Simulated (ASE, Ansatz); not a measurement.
**Relaxing random hcp alloy of Hf and Zr (288 atoms)**

Aim: bring random hcp alloy of Hf and Zr (288 atoms) to a nearby minimum of the energy and see what moves.

Program: Ansatz 0.2.0. Level of theory: Kohn-Sham DFT, PBE, PAW (set soft_2), plane waves. Results are calculated unless marked as measured.

### Step 1. Set-up

The cell holds 288 atoms: 180 Zr and 108 Hf. Its edges and angles: a = 19.309 Å, b = 19.309 Å, c = 20.444 Å, α = 90.0°, β = 90.0°, γ = 120.0°. It derives from Hf (hcp) and Zr, repeated 6×6×4. Hcp Hf, 6 x 6 x 4 conventional cells, 180 of 288 Hf sites given to Zr at random (x = 0.625), lattice by Vegard's rule (a = 3.218 Å, c = 5.111 Å); not relaxed, displaced by a Gaussian of 0.02 Å.

What the set-up can't give: The host structure and its lattice constant were typed by rule, without a check against the phase diagram. Only the Γ point is sampled, in a cell whose shortest periodic width is 17 Å. No spin–orbit coupling is included, so levels derived from the heavy atoms are approximate.

### Step 2. Single point at the start

A single point comes first, to see the forces before anything moves.

Input file input.yaml:

```yaml
crystal:
  lattice:
    - [19.3086, 0.0, 0.0]
    - [-9.6543, 16.72174, 0.0]
    - [0.0, 0.0, 20.444]
  atoms:
    - { symbol: Zr, position: [0.00054, 0.00198, 0.99927] }
    - { symbol: Zr, position: [0.05582, 0.11217, 0.12354] }
    - { symbol: Hf, position: [0.00041, 0.00149, 0.25047] }
    - { symbol: Zr, position: [0.05674, 0.11156, 0.3743] }
    [... 278 atom lines left out ...]
    - { symbol: Zr, position: [0.83485, 0.83464, 0.24958] }
    - { symbol: Zr, position: [0.88989, 0.9452, 0.37337] }
    - { symbol: Zr, position: [0.83195, 0.83372, 0.50055] }
    - { symbol: Hf, position: [0.8891, 0.94458, 0.6261] }
    - { symbol: Zr, position: [0.83354, 0.83581, 0.74891] }
    - { symbol: Zr, position: [0.89051, 0.94575, 0.87571] }
kpoints:
  mp_grid: { grid: [1, 1, 1] }
hamiltonian:
  xc: pbe
scf:
  occupations: { method: cold, width: 0.15 }
output:
  forces: true
  stress: true
  populations: true
  dos:
    method: { smearing: { sigma: 0.1 } }
    de: 0.1
    projected: { site_lists: { Hf: [Hf], Zr: [Zr] } }
  eigenvalues: true
```

Run with:

```
ansatz run input.yaml --threads 32 --pin off --max-ram 143360MiB --backend cuda --events-out ev --progress --plain --runs-dir out
```

The job ended after 10 s (1 × NVIDIA GB200 with 32 threads of Arm Neoverse V2, shared host; peak memory 5.5 GiB).

That memory is the host's; the program planned up to 39.8 GiB on the GPU. Forces of this run were stored rounded, and per-atom blocks of the log weren't kept.

Read from the output:

```
free energy                             : -2450993.9076 eV
free energy per atom                    : -8510.3955 eV/atom
SCF cycles                              : 10
pressure                                : 0.5462 GPa
r.m.s. force component                  : 0.1607 eV/Å
longest force                           : 0.5997 eV/Å
Fermi energy                            : 16.25 eV
levels partly filled by over 2 per cent : 66
spilling of the projection              : 0.004346
```

The r.m.s. force component of 0.16 eV/Å and the pressure of 0.55 GPa set the starting point.

Length of the force by element:

| element | coordination | atoms | mean length of the force (eV/Å) | spread | least | most |
| --- | --- | --- | --- | --- | --- | --- |
| Hf | all | 108 | 0.258 | 0.110 | 0.0413 | 0.573 |
| Zr | all | 180 | 0.254 | 0.111 | 0.0407 | 0.600 |

### Step 3. Relaxation

With the cell held, the atoms are moved downhill towards a nearby minimum.

input.yaml, the sections that differ from step 2:

```yaml
output:
  forces: true
relax:
  f_tol: 0.03
  max_steps: 68
# crystal, kpoints, hamiltonian, scf: as in step 2
```

Wall time 23 s (1 × NVIDIA GB200 with 32 threads); peak memory 2.4 GiB.

That memory is the host's; the program planned up to 39 GiB on the GPU.

Step by step:

| step | energy less that of the first step (eV) | largest force component (eV/Å) |
| --- | --- | --- |
| 1 | 0.0000 | 0.5951 |
| 2 | 0.6236 | 0.7339 |
| 3 | -1.4375 | 0.0527 |
| 4 | -1.4603 | 0.0075 |

Relaxation step 2 was tried and not accepted.

The atoms that moved most (Å):

| atom | dx | dy | dz | length |
| --- | --- | --- | --- | --- |
| Zr222 | -0.044 | -0.060 | -0.048 | 0.089 |
| Zr100 | -0.078 | -0.013 | -0.030 | 0.085 |
| Zr128 | 0.083 | -0.007 | -0.008 | 0.084 |
| Hf102 | -0.038 | 0.069 | 0.003 | 0.078 |
| Hf139 | -0.006 | 0.069 | 0.037 | 0.078 |
| Hf177 | 0.067 | 0.025 | -0.029 | 0.078 |
| Hf234 | -0.033 | -0.037 | 0.057 | 0.075 |
| Zr262 | 0.000 | -0.018 | 0.071 | 0.073 |

The relaxation changed the energy by -5.07 meV/atom, and atoms moved by 0.042 Å r.m.s., 0.089 Å at most.

### Step 4. Structure statistics after relaxation

Bonds before and after, by the cutoffs listed below:

| pair | bonds before | bonds after | mean before (Å) | mean after (Å) | spread before (Å) | spread after (Å) |
| --- | --- | --- | --- | --- | --- | --- |
| Zr-Zr | 671 | 671 | 3.189 | 3.198 | 0.042 | 0.032 |
| Zr-Hf | 818 | 818 | 3.189 | 3.185 | 0.041 | 0.034 |
| Hf-Hf | 239 | 239 | 3.189 | 3.177 | 0.041 | 0.034 |

Density 8.98 g/cm³, 22.92 Å³ an atom.

g(r), total and by pair (bins of 0.1 Å):

| r (Å) | total | Zr-Zr | Zr-Hf | Hf-Hf |
| --- | --- | --- | --- | --- |
| 3.05 | 0.00 | 0.00 | 0.00 | 0.00 |
| 3.15 | 12.80 | 11.60 | 13.10 | 14.80 |
| 3.25 | 8.76 | 9.67 | 8.67 | 6.58 |
| 3.35 | 0.00 | 0.00 | 0.00 | 0.00 |
| 3.45 | 0.00 | 0.00 | 0.00 | 0.00 |
| 3.55 | 0.00 | 0.00 | 0.00 | 0.00 |
| 3.65 | 0.00 | 0.00 | 0.00 | 0.00 |
| 3.75 | 0.00 | 0.00 | 0.00 | 0.00 |
| 3.85 | 0.00 | 0.00 | 0.00 | 0.00 |
| 3.95 | 0.00 | 0.00 | 0.00 | 0.00 |
| 4.05 | 0.00 | 0.00 | 0.00 | 0.00 |
| 4.15 | 0.00 | 0.00 | 0.00 | 0.00 |
| 4.25 | 0.00 | 0.00 | 0.00 | 0.00 |
| 4.35 | 0.00 | 0.00 | 0.00 | 0.00 |
| 4.45 | 1.78 | 2.07 | 1.66 | 1.35 |
| 4.55 | 3.60 | 3.42 | 3.55 | 4.31 |
| 4.65 | 0.00 | 0.00 | 0.00 | 0.00 |
| 4.75 | 0.00 | 0.00 | 0.00 | 0.00 |
| 4.85 | 0.00 | 0.00 | 0.00 | 0.00 |
| 4.95 | 0.00 | 0.00 | 0.00 | 0.00 |
| 5.05 | 0.37 | 0.43 | 0.40 | 0.14 |
| 5.15 | 1.02 | 0.91 | 1.09 | 1.10 |
| 5.25 | 0.00 | 0.00 | 0.00 | 0.00 |
| 5.35 | 0.00 | 0.00 | 0.00 | 0.00 |
| 5.45 | 0.09 | 0.05 | 0.11 | 0.15 |
| 5.55 | 10.20 | 10.30 | 10.10 | 10.40 |
| 5.65 | 0.34 | 0.40 | 0.32 | 0.26 |
| 5.75 | 0.00 | 0.00 | 0.00 | 0.00 |
| 5.85 | 0.00 | 0.00 | 0.00 | 0.00 |
| 5.95 | 0.05 | 0.07 | 0.03 | 0.08 |
| 6.05 | 5.95 | 5.84 | 6.10 | 5.71 |
| 6.15 | 0.00 | 0.00 | 0.00 | 0.00 |
| 6.25 | 0.00 | 0.00 | 0.00 | 0.00 |
| 6.35 | 0.10 | 0.11 | 0.08 | 0.13 |
| 6.45 | 2.53 | 2.53 | 2.54 | 2.52 |
| 6.55 | 0.01 | 0.00 | 0.02 | 0.00 |
| 6.65 | 0.00 | 0.00 | 0.00 | 0.00 |
| 6.75 | 0.00 | 0.00 | 0.00 | 0.00 |
| 6.85 | 0.00 | 0.00 | 0.00 | 0.00 |
| 6.95 | 0.00 | 0.00 | 0.00 | 0.00 |
| 7.05 | 0.00 | 0.00 | 0.00 | 0.00 |
| 7.15 | 4.05 | 4.02 | 4.12 | 3.94 |
| 7.25 | 0.20 | 0.17 | 0.24 | 0.14 |
| 7.35 | 0.00 | 0.00 | 0.00 | 0.00 |

Neighbours by pair of elements; one cutoff, the widest of the pairs' first minima of g(r), serves all pairs of this metal:

| pair A-B | cutoff (Å) | bonds | mean length (Å) | spread (Å) | shortest (Å) | B about A | A about B |
| --- | --- | --- | --- | --- | --- | --- | --- |
| Zr-Zr | 3.62 | 671 | 3.20 | 0.032 | 3.13 | 7.46 | 7.46 |
| Zr-Hf | 3.62 | 818 | 3.19 | 0.034 | 3.11 | 4.54 | 7.57 |
| Hf-Hf | 3.62 | 239 | 3.18 | 0.034 | 3.11 | 4.43 | 4.43 |

How many atoms have how many bonded neighbours:

| element | mean | 12 |
| --- | --- | --- |
| Hf | 12 | 108 |
| Zr | 12 | 180 |

For some of the pairs, g(r) has its first main peak near 3.20 Å (Zr-Zr), 3.19 Å (Zr-Hf) and 3.17 Å (Hf-Hf). With the cutoffs above, all Hf atoms have 12 and all Zr atoms have 12 bonded neighbours.

### Step 5. Single point at the relaxed geometry

The electronic structure is read at the final geometry, in a run of its own.

Input file input.yaml:

```yaml
crystal:
  lattice:
    - [19.3086, 0.0, 0.0]
    - [-9.6543, 16.72174, 0.0]
    - [0.0, 0.0, 20.444]
  atoms:
    - { symbol: Zr, position: [0.00047, 0.00075, 0.99965] }
    - { symbol: Zr, position: [0.05593, 0.11277, 0.12573] }
    - { symbol: Hf, position: [0.00081, 0.00085, 0.25038] }
    - { symbol: Zr, position: [0.0563, 0.1111, 0.37542] }
    [... 278 atom lines left out ...]
    - { symbol: Zr, position: [0.83259, 0.83384, 0.24998] }
    - { symbol: Zr, position: [0.89037, 0.94684, 0.37449] }
    - { symbol: Zr, position: [0.83472, 0.83468, 0.50038] }
    - { symbol: Hf, position: [0.8897, 0.94614, 0.62547] }
    - { symbol: Zr, position: [0.83443, 0.83432, 0.74961] }
    - { symbol: Zr, position: [0.88902, 0.94558, 0.87433] }
kpoints:
  mp_grid: { grid: [1, 1, 1] }
hamiltonian:
  xc: pbe
scf:
  occupations: { method: cold, width: 0.15 }
output:
  forces: true
  stress: true
  populations: true
  dos:
    method: { smearing: { sigma: 0.08 } }
    de: 0.1
    projected: { site_lists: { Hf: [Hf], Zr: [Zr] } }
  eigenvalues: true
  write_density: true
  write_potential: true
  volumetric_format: npy
  elf: true
```

Run time: 12 s. Hardware: 1 × NVIDIA GB200 with 32 threads; peak memory 5.4 GiB.

That memory is the host's; the program planned up to 39.8 GiB on the GPU.

The run gave:

* free energy: -2450995.3679 eV
* free energy per atom: -8510.4006 eV/atom
* SCF cycles: 10
* pressure: 0.51 GPa
* r.m.s. force component: 0.00198 eV/Å
* longest force: 0.00968 eV/Å
* Fermi energy: 16.25 eV
* levels partly filled by over 2 per cent: 68
* spilling of the projection: 0.004351

Löwdin charges by element (they lack the spilled electrons, 0.075 e an atom on average):

| element | coordination | atoms | mean charge (e) | spread | least | most |
| --- | --- | --- | --- | --- | --- | --- |
| Hf | all | 108 | 0.082 | 0.0066 | 0.0637 | 0.0986 |
| Zr | all | 180 | 0.0709 | 0.0061 | 0.0569 | 0.0875 |

States in the cell by windows of 0.5 eV, zero at the Fermi level; some projections on atomic orbitals stand beside the total:

| from (eV) | to (eV) | total | Zr d | Hf d | Zr s | Hf s |
| --- | --- | --- | --- | --- | --- | --- |
| -10 | -7 | 0.0 | 0.0 | 0.0 | 0.0 | 0.0 |
| -7 | -6.5 | 0.4 | 0.0 | 0.0 | 0.2 | 0.2 |
| -6.5 | -6 | 3.1 | 0.0 | 0.0 | 1.4 | 1.5 |
| -6 | -5.5 | 14.4 | 0.2 | 0.2 | 6.6 | 7.2 |
| -5.5 | -5 | 20.8 | 0.6 | 0.5 | 9.7 | 9.5 |
| -5 | -4.5 | 9.1 | 0.6 | 0.4 | 3.8 | 4.0 |
| -4.5 | -4 | 39.4 | 4.8 | 3.2 | 12.2 | 17.9 |
| -4 | -3.5 | 54.4 | 10.1 | 6.6 | 22.2 | 14.0 |
| -3.5 | -3 | 71.0 | 27.2 | 17.1 | 13.4 | 11.9 |
| -3 | -2.5 | 149.9 | 67.7 | 41.3 | 28.0 | 9.9 |
| -2.5 | -2 | 133.3 | 72.0 | 42.3 | 13.3 | 2.9 |
| -2 | -1.5 | 178.4 | 100.1 | 57.8 | 11.4 | 4.1 |
| -1.5 | -1 | 129.3 | 75.6 | 42.7 | 4.3 | 1.4 |
| -1 | -0.5 | 260.2 | 151.4 | 83.6 | 9.0 | 4.2 |
| -0.5 | 0 | 72.7 | 42.6 | 22.6 | 1.4 | 0.7 |
| 0 | 0.5 | 229.4 | 135.3 | 69.3 | 7.4 | 4.1 |
| 0.5 | 1 | 258.1 | 147.1 | 80.1 | 10.4 | 5.4 |

The curve was stored every 0.10 eV, coarse against its broadening of 0.08 eV, so these counts are rough.

Between -26 and -10 eV lie 1512 more states.

The stored curve holds about 2648 of the 4968 electrons; the rest, give or take the few that broadening carries across the Fermi level, lie in deeper levels below its range.

Not all projections were asked for or kept, so they needn't add up to the total.

The levels nearest the highest filled one (over half full), pooled over k-points and spins:

| level less the highest filled one (eV) | occupation |
| --- | --- |
| -0.0299 | 1.34 |
| -0.0278 | 1.32 |
| -0.015 | 1.20 |
| -0.0073 | 1.12 |
| -0.0022 | 1.07 |
| 0 | 1.05 |
| 0.0059 | 0.987 |
| 0.0104 | 0.944 |
| 0.0116 | 0.932 |
| 0.0159 | 0.891 |
| 0.0181 | 0.87 |
| 0.0215 | 0.839 |

Mean Löwdin charges: Hf +0.08, Zr +0.07 e (they miss 0.44 % of the electrons, so they add up to more than the cell's charge). Among metals such projection charges depend strongly on the orbitals used and are no measure of ionicity. Within 0.4 eV of the Fermi level the largest share is Zr d (63 % of the projected weight).

### Step 6. Outcome

```
energy change in the relaxation : -5.071 meV/atom
r.m.s. displacement             : 0.042 Å
largest displacement            : 0.089 Å
free energy per atom            : -8510.4006 eV/atom
density                         : 8.98 g/cm³
pressure                        : 0.51 GPa
r.m.s. force component          : 0.00198 eV/Å
wall time of the 3 DFT runs     : 45 s
```

Relaxation lowers the energy by 5.07 meV/atom and moves atoms by 0.042 Å r.m.s.; the r.m.s. force component goes from 0.16 to 0.0020 eV/Å, the pressure goes from 0.55 to 0.51 GPa. By the final cutoffs no bond was broken or made. The r.m.s. move is of the size of the random displacements put into the start (0.035 Å r.m.s. in three dimensions). First to last step the energy falls by 1.460 eV; the largest move, 0.09 Å, is that of Zr222. The Hf-Hf bonds change most in mean length: from 3.189 Å (spread 0.041) to 3.177 Å (spread 0.034). With the cutoffs above, all Hf atoms have 12 and all Zr atoms have 12 bonded neighbours. 68 levels are partly filled, by over 2 % (at Γ alone), as in a metal.

[Logs are printed without paths, hosts, clocks, repeated set-up lines and the standing remarks that a program may print on its own settings, such as how far it seeks lower states.]

[Hosts, paths, dates, database ids (printed as entryN), source tags and the programs' standing remarks are cut or masked in the printed files.]
